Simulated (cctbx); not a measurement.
**CrNi2Sn2: precision against data quality**

Space group P4/mbm (no. 127), a = 6.8650 Å, b = 6.8650 Å, c = 3.4120 Å, α = 90.00°, β = 90.00°, γ = 90.00°.

```csv
atom,mult.,x,y,z,Ueq (Å²)
Sn1,4,0.8220,0.6780,1/2,0.0191
Ni1,4,0.3760,0.1240,0,0.0264
Cr1,2,1/2,1/2,0,0.0275
```

The model was made for the exercise: a known structure type with other elements put in, its volume estimated, not relaxed; displacement parameters are assumed.

Five simulated data sets (cctbx; Mo Kα, λ = 0.71073 Å; 6 % proportional error) differ in resolution or exposure (noise floor 4 counts in the first three, 8 in the last two). Each is refined with the right model, isotropic at 1.1 Å and anisotropic otherwise. How do the figures of merit and the uncertainties move?

```
d min (Å)  top counts  ⟨I/σ⟩ (unmerged, absences included)  unique  param. (scale apart)   Rint      R1  GooF  largest s.u. xyz (fractional)  s.u. U of Cr1 (Å²)  largest error (Å)
      1.1       70000                                 13.0      46                     5  0.046  0.0107  1.22                        0.00011              0.0006             0.0017
     0.84       70000                                 11.7      95                    10  0.046  0.0099  1.04                        0.00006              0.0003             0.0002
      0.6       70000                                 10.6     243                    10  0.047  0.0100  0.97                        0.00004              0.0002             0.0002
     0.75         300                                  1.2     130                    10  0.404  0.0686  0.89                        0.00076              0.0039             0.0155
     0.75        3000                                  5.2     130                    10  0.090  0.0190  0.88                        0.00016              0.0008             0.0037
```

The number of reflections grows roughly as 1/d³: 46, 95 and 243 here. R1 follows the noise rather than the truth: at 300 counts it is 0.0686, at 3000 counts 0.0190, while GooF is 0.89 and 0.88: the weights 1/σ² carry the noise. The s.u. of U (U11 where anisotropic) for Cr1 goes 0.0006, 0.0003, 0.0002 Å² with resolution and 0.0039, 0.0008 Å² with exposure.

The 1.1 Å row also differs in its displacement model, so it isn't a clean test of resolution.

Hardware for the 0.6 Å refinement: 0.38 s on 1 thread of Arm Neoverse V2 (shared host), peak memory 0.09 GiB.

[Logs are printed without paths, hosts, clocks, repeated set-up lines and the standing remarks that a program may print on its own settings, such as how far it seeks lower states.]
